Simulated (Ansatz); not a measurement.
**InSe (P-6m2): G0W0 under other settings**

A base run on InSe (P-6m2), then changed inputs.

Method: G0W0 on LDA, plane waves, PAW; PAW set soft_1, in Ansatz 0.2.0.

### Step 1. The starting structure

Symmetry: P-6m2, No. 187, hexagonal system. The conventional cell has a = 4.047 Å, b = 4.047 Å, c = 18.052 Å, α = 90.00°, β = 90.00°, γ = 120.00°. Nearest to In lie 3 Se at 2.65 Å and 1 In at 2.79 Å. Nearest to Se lie 3 In at 2.65 Å. Nearest to Se lie 3 In at 2.65 Å. Farther neighbours and most contacts between anions are not listed.

Structure file:

```cif
data_structure
_symmetry_space_group_name_H-M 'P 1'
_symmetry_Int_Tables_number 1
_cell_length_a 4.0473
_cell_length_b 4.0473
_cell_length_c 18.0521
_cell_angle_alpha 90.000
_cell_angle_beta 90.000
_cell_angle_gamma 120.000
_cell_volume 256.09
loop_
_atom_site_label
_atom_site_type_symbol
_atom_site_fract_x
_atom_site_fract_y
_atom_site_fract_z
_atom_site_occupancy
In1 In 0.00000 0.00000 0.57739 1
In2 In 0.00000 0.00000 0.42261 1
In3 In 0.33333 0.66667 0.92261 1
In4 In 0.33333 0.66667 0.07739 1
Se5 Se 0.66667 0.33333 0.85300 1
Se6 Se 0.66667 0.33333 0.14700 1
Se7 Se 0.33333 0.66667 0.64702 1
Se8 Se 0.33333 0.66667 0.35298 1
```

The cell and positions are those that the Materials Project relaxed with its own functionals (PBE, PBE+U or r2SCAN), kept fixed.

### Step 2. The base run: 6×6×2 mesh, 496 empty bands, screening to 90 eV, PAW set soft_1 files

G0W0 replaces the xc potential by the self-energy, built once from these orbitals. Only a window of levels is corrected, while the sums run over the empty bands that the input names. This step takes PAW set soft_1 files.

File input.yaml:

```yaml
crystal:
  lattice:
    - [4.0473293151, 0.0, 0.0]
    - [-2.0236646576, 3.5050900044, 0.0]
    - [0.0, 0.0, 18.05206491]
  atoms:
    - { symbol: In, position: [0.0, 0.0, 0.57739368] }
    - { symbol: In, position: [0.0, 0.0, 0.42260632] }
    - { symbol: In, position: [0.33333333, 0.66666667, 0.92260951] }
    - { symbol: In, position: [0.33333333, 0.66666667, 0.07739049] }
    - { symbol: Se, position: [0.66666667, 0.33333333, 0.85300007] }
    - { symbol: Se, position: [0.66666667, 0.33333333, 0.14699993] }
    - { symbol: Se, position: [0.33333333, 0.66666667, 0.64701572] }
    - { symbol: Se, position: [0.33333333, 0.66666667, 0.35298428] }
kpoints:
  mp_grid: { grid: [6, 6, 2] }
hamiltonian:
  xc: lda
  pseudopotentials: { kind: paw, azcp: { folder: soft_1 }, xc_functional: pbe }
scf:
  occupations: { method: fixed }
gw:
  n_empty_bands: 496
  ecut_chi: 90
  qp_bands: [v2, c2]
  qp_kpoints: band_edges
  screening: { model: contour_deformation }
```

Command:

```sh
ansatz run input.yaml --threads 3 --pin off --max-ram 92160MiB --backend cuda --events-out ev --progress --plain --runs-dir out --devices 1 --max-vram 13GiB
```

Numbers of over 12 decimals in the logs are rounded to 6 here.

Log:

```text
GPUs: using 1 of 1 available (devices: 1).
Engine: ansatz 0.2.0, x86_64-unknown-linux-gnu
Pseudopotentials: kind: paw
Pseudopotential: In, paw, valence charge 13, recommended cutoff 420 eV (normal), soft_1/In.paw.azcp
Pseudopotential: Se, paw, valence charge 16, recommended cutoff 420 eV (normal), soft_1/Se.paw.azcp
Functional definition: SPW92
  exchange = slater_x
  correlation = pw_c
device memory: the entry about to start is reckoned to put 4.4 GiB on a device that reports 53.1 GiB free (of which the cap on the GPU budget leaves the run 13.0 GiB)
GPU FFT provider: cuFFT
GPU libraries: cuBLAS 13.8.2, cuFFT 12.4.0, cuSOLVER 12.3.4
Crystal: 8 atoms, lattice volume = 256.091 Å³
Basis set: ecut = 420 eV, 4981 PW (Γ)
Bands: 70, of which v1, the nominal top of the filled ones, is band 58 counted from 1 (57 counted from 0)
Symmetry: 12 space group operations
Space group: P-6m2 (ITA 187), of the structure as read, at distance tolerance 6.4e-5 Å
k-points: 14 of 72 (time reversal used)
Non-local potential: In, projectors of the file, l = 0: 2, l = 1: 2, l = 2: 2, l = 3: 1
Non-local potential: Se, projectors of the file, l = 0: 2, l = 1: 2, l = 2: 3, l = 3: 1
PAW form: soft (Blöchl's): semilocal exchange-correlation on the pseudo side does not see the compensation charge
PAW frozen core: In, regenerated for the run's functional, and the local potential with it (the file was generated under x = pbe(κ = 0.804, μ = 0.219515), c = pbe(β = 0.066725))
PAW frozen core: Se, regenerated for the run's functional, and the local potential with it (the file was generated under x = pbe(κ = 0.804, μ = 0.219515), c = pbe(β = 0.066725))
PAW one-centre angular grid: In, 590 points (default); XC on 64 Gauss nodes
PAW one-centre angular grid: Se, 590 points (default); XC on 64 Gauss nodes
Initial density: superposition of atomic densities (chi_scale 0.1, normalization cell, long waves kept (reshape's long-wave potential 0.79 eV rms))
Initial wavefunctions: pseudopotential atomic-orbital guess
GPU buffer pool allocated for 112500 grid points (all kernels)
GPU transforms: local potential and band sums: pruned to the plane-wave sphere, on 27×27×125
Functional: x = slater, c = lda
SCF iter   1: F=—  HF=-43370.926060 eV  |F-HF|=—  |Δ(HF+E_count)|=         —  Δρ=4.58e-2  dr2=3.01e1  ethr=3.10e-3  ⟨swp⟩=4.9  Hψ=3320  notcnv=0  defer=129
preconditioner: auto → Resta (q_TF=auto, 2.391 Å⁻¹)  ε∞=3.0  [insulator: Δε(μ)=0.476 eV  Ē_g=14.413 eV  n_scr=66 (ndim 8)  ℏωp=20.2 eV  f_vac=0.113  ε∞_Penn≈3.0]
SCF iter   2: F=—  HF=-43365.979229 eV  |F-HF|=—  |Δ(HF+E_count)|=    4.95e0  Δρ=1.89e-2  dr2=1.32e0  ethr=3.10e-3  ⟨swp⟩=4.4  Hψ=1951  notcnv=0  defer=129
[...]
eigenvalues of the whole cell's RPA ε∞ on this k-mesh (on a slab, of 1 + 4πα/V) = 8.1237, 8.1237, 10.7994; static W/v taken at q = 0 is 0.117272
  bands read: the sum over 554 bands ends inside a degenerate multiplet in 1 slot, whose members it reads at an even weight; the widest, k=1: bands 554 to 555 (counted from 1) at 1/2 each
  gw.qp_kpoints: band_edges: 11 of 14 stored k-points solved, in 1 pass; an edge of the gap read off the rows below is read off those points alone
    valence top: of the k-points left out ik 9 came nearest to being solved in a further pass, in band 57 (counted from 1, as in the quasiparticle table): it holds the edge there only if its correction is more favourable than any solved in that band by at least 0.535 eV; those differ by 0.116 eV
    conduction bottom: of the k-points left out ik 11 came nearest to being solved in a further pass, in band 59 (counted from 1, as in the quasiparticle table): it holds the edge there only if its correction is more favourable than any solved in that band by at least 1.276 eV; those differ by 0.404 eV
  `?` marks the rows in doubt; gw_qp.tsv's column doubts and the gw_qp event give each row's grounds
    ik  band        ε_KS         Σx   Σc(E_QP)       V_xc       Z   E_QP_lin       E_QP  E_QP is
     0    57      4.5555   -17.9809     1.7080   -15.9939  0.7309     4.2701     4.2765  root
     0    58      5.4910   -16.2662     1.0882   -14.9125  0.7397     5.2204     5.2255  root
     0    59      5.9908   -10.0121    -2.8862   -13.5822  0.7703     6.5807     6.6747  root ?
     0    60      6.8453   -10.8235    -3.2124   -14.7222  0.7517     7.4616     7.5315  root
     1    57      4.8784   -14.9649     1.0305   -13.7017  0.7340     4.6411     4.6457  root
     1    58      4.8901   -14.9802     1.0333   -13.7128  0.7341     4.6512     4.6559  root
     1    59      6.5195   -11.0065    -2.7943   -14.4606  0.7567     7.0592     7.1793  root ?
     1    60      6.5349   -11.0356    -2.7947   -14.4910  0.7562     7.0740     7.1956  root ?
     2    57      4.7796   -15.2713     1.3758   -13.5676  0.7324     4.4400     4.4517  root
     2    58      5.3647   -16.2882     1.1974   -14.8068  0.7393     5.0743     5.0807  root
     2    59      7.1797   -10.8203    -3.2337   -14.7620  0.7577     7.8213     7.8877  root
[...]
4    59      7.2132    -6.9158    -3.5194   -10.8432  0.7722     7.6488     7.6212  root ?
[...]
5    59      7.2784    -8.1583    -3.4286   -12.2308  0.7667     7.8073     7.9222  root ?
     5    60      7.3369    -8.0599    -3.4252   -12.1192  0.7659     7.8536     7.9710  root ?
[...]
6    60      7.1061    -7.6399    -3.3835   -11.4148  0.7670     7.5198     7.4975  root ?
[...]
7    59      6.9722    -8.5841    -3.3220   -12.5525  0.7677     7.5031     7.6185  root ?
     7    60      7.0565    -8.7963    -3.3044   -12.7450  0.7656     7.5853     7.7008  root ?
[...]
13    57      3.9136   -14.8631     1.3593   -13.1578  0.7384     3.5540     3.5677  root
    13    58      4.0154   -15.5454     1.5217   -13.6811  0.7325     3.6597     3.6729  root
    13    59      7.5157    -7.0649    -3.4413   -10.8689  0.7667     7.8943     7.8783  root
    13    60      7.5867    -6.9941    -3.4353   -10.7735  0.7648     7.9440     7.9309  root
[key lines of the parts left out:]
SCF converged after 10 iterations
Free energy (F): -43365.497214 eV
Fermi energy:    5.491006 eV
```

It took 76 s on 1 × NVIDIA H100 80GB HBM3 (shared by 6 runs) with 3 threads of AMD EPYC 7R13 (Zen 3), shared host; peak memory 2.6 GiB; 1.8 min of CPU time.

This step gave:

| Item | Value |
| --- | --- |
| bands summed | 554 |
| RPA ε∞ on this mesh (eigenvalues) | 8.124, 8.124, 10.80 |
| plane waves in the screening matrix | 501 |
| q-points in the mesh | 72 |
| G0W0 gap on the mesh | 1.449 eV |
| k of the valence top | 0, 0, 0 |
| k of the conduction bottom | 0, 0, 0 |
| starting gap on the mesh | 0.4998 eV |
| Z at the valence top | 0.7397 |
| Z at the conduction bottom | 0.7703 |
| least direct G0W0 gap on the computed points | 1.449 eV |

The gap on the mesh goes from 0.50 eV to 1.45 eV, a correction of +0.95 eV. The program marks an edge row as in doubt. Between the two edge states, bare exchange in place of the xc potential would open the gap by 4.92 eV, and correlation takes back 3.97 eV.

### Step 3. Variant: guard bands

input.yaml, as its differences from that of step 2:

```diff
@@ -22,4 +22,4 @@
 gw:
-  n_empty_bands: 496
-  ecut_chi: 90
+  n_empty_bands: 416
+  ecut_chi: 80
   qp_bands: [v2, c2]
@@ -27 +27,2 @@
   screening: { model: contour_deformation }
+  n_guard_bands: 12
```

Log:

```text
GPUs: using 1 of 1 available (devices: 1).
[...]
GPU FFT provider: cuFFT
GPU libraries: cuBLAS 13.8.2, cuFFT 12.4.0, cuSOLVER 12.3.4
Crystal: 8 atoms, lattice volume = 256.091 Å³
Basis set: ecut = 420 eV, 4981 PW (Γ)
Bands: 70, of which v1, the nominal top of the filled ones, is band 58 counted from 1 (57 counted from 0)
Symmetry: 12 space group operations
[...]
k-points: 14 of 72 (time reversal used)
[...]
GPU buffer pool allocated for 112500 grid points (all kernels)
[...]
SCF iter   1: F=—  HF=-43370.926060 eV  |F-HF|=—  |Δ(HF+E_count)|=         —  Δρ=4.58e-2  dr2=3.01e1  ethr=3.10e-3  ⟨swp⟩=4.9  Hψ=3320  notcnv=0  defer=129
[...]
SCF iter  10: F=-43365.497214 eV  HF=-43365.497214 eV  |F-HF|=2.68e-8  |Δ(HF+E_count)|=   3.69e-8  Δρ=2.47e-6  dr2=4.59e-8  ethr=8.62e-11  ⟨swp⟩=2.4  Hψ=2824  notcnv=0
SCF 1 converged in 10 iterations: F = -43365.497214 eV  dr2 = 4.59e-8
[...]
NSCF: frozen V_eff on 14 k-points
[...]
G₀W₀ screening: q 1/14
[... further progress lines ...]
SCF converged after 10 iterations
Free energy (F): -43365.497214 eV
[...]
Internal energy: -43365.497214 eV  (E = F + TS)
E sigma→0 (E₀):  -43365.497214 eV
Fermi energy:    5.491006 eV
[...]
--- Band table (eV; the first three rows and the last of 14) ---
  k-point 0: bands = [... 54 lower, 4.5056, 4.5555, 4.5555, 5.4910, 5.9908, 6.8453, 7.5478, 7.5955, ... 8 higher]
  k-point 1: bands = [... 54 lower, 4.5380, 4.5380, 4.8784, 4.8901, 6.5195, 6.5349, 7.5756, 7.5818, ... 8 higher]
  k-point 2: bands = [... 54 lower, 4.2199, 4.2917, 4.7796, 5.3647, 7.1797, 7.5679, 8.2338, 8.3645, ... 8 higher]
  k-point 13: bands = [... 54 lower, 3.6230, 3.7279, 3.9136, 4.0154, 7.5157, 7.5867, 7.9955, 8.0794, ... 8 higher]
[...]
0    57      4.5555   -17.9809     1.7668   -15.9939  0.7316     4.3320     4.3354  root
     0    58      5.4910   -16.2662     1.1440   -14.9125  0.7403     5.2787     5.2813  root
     0    59      5.9908   -10.0121    -2.8612   -13.5822  0.7707     6.6289     6.6997  root
     0    60      6.8453   -10.8235    -3.1829   -14.7222  0.7521     7.5162     7.5611  root
     1    57      4.8784   -14.9649     1.0776   -13.7017  0.7349     4.6903     4.6928  root
     1    58      4.8901   -14.9802     1.0804   -13.7128  0.7350     4.7005     4.7031  root
     1    59      6.5195   -11.0065    -2.7685   -14.4606  0.7574     7.1132     7.2050  root
     1    60      6.5349   -11.0356    -2.7686   -14.4910  0.7570     7.1283     7.2216  root
[...]
4    59      7.2132    -6.9158    -3.3741   -10.8432  0.7724     7.6813     7.7665  root ?
[...]
6    60      7.1061    -7.6399    -3.3571   -11.4148  0.7673     7.5548     7.5239  root ?
[...]
12    60      7.5716    -6.9089    -3.4030   -10.6786  0.7655     7.9550     7.9384  root
    13    57      3.9136   -14.8631     1.4009   -13.1578  0.7389     3.6004     3.6092  root
    13    58      4.0154   -15.5454     1.5663   -13.6811  0.7329     3.7093     3.7174  root
    13    59      7.5157    -7.0649    -3.4147   -10.8689  0.7669     7.9265     7.9051  root ?
    13    60      7.5867    -6.9941    -3.4081   -10.7735  0.7650     7.9755     7.9580  root
```

Wall time 75 s (1 × NVIDIA H100 80GB HBM3 (shared by 6 runs) with 3 threads); peak memory 2.3 GiB.

The G0W0 gap on the mesh is 1.418 eV.

Against the base:

| setting | base | variant |
| --- | --- | --- |
| empty bands | 496 | 416 |
| screening cutoff (eV) | 90 | 80 |
| n guard bands | - | 12 |

| quantity | variant | base |
| --- | --- | --- |
| starting gap on the mesh | 0.500 | 0.500 |
| G0W0 gap on the mesh | 1.418 | 1.449 |
| least direct G0W0 gap on the computed points | 1.418 | 1.449 |
| Z at the valence top | 0.740 | 0.740 |
| Z at the conduction bottom | 0.771 | 0.770 |

### Step 4. Outcome

```json
{"base": "1.45 eV, 76 s", "guard bands": "1.42 eV, 75 s"}
```

In words: Guard bands: the gap moves by −0.03 eV. The variant differs from the base in empty bands, screening cutoff and n guard bands together, so the change can't be laid to one of them. All runs here use a coarse mesh and modest cutoffs; they test settings and are not final values. The many-body steps are scalar-relativistic: spin-orbit coupling is not in them. The program marks a band-edge row as in doubt, so the gap is less sure than its digits.

[Paths, hosts, dates, memory and timing lines, banners, echoed tables and standing remarks are left out of the program output.]

[Logs are printed without paths, hosts, clocks, repeated set-up lines and the standing remarks that a program may print on its own settings, such as how far it seeks lower states.]

[Runs of the session that timed out or met a known fault of the program may be left out.]

[Cells called generated may have been cut or substituted from an entry of the Crystallography Open Database or the Materials Project.]

[Hosts, paths, dates, database ids (printed as entryN), source tags and the programs' standing remarks are cut or masked in the printed files.]
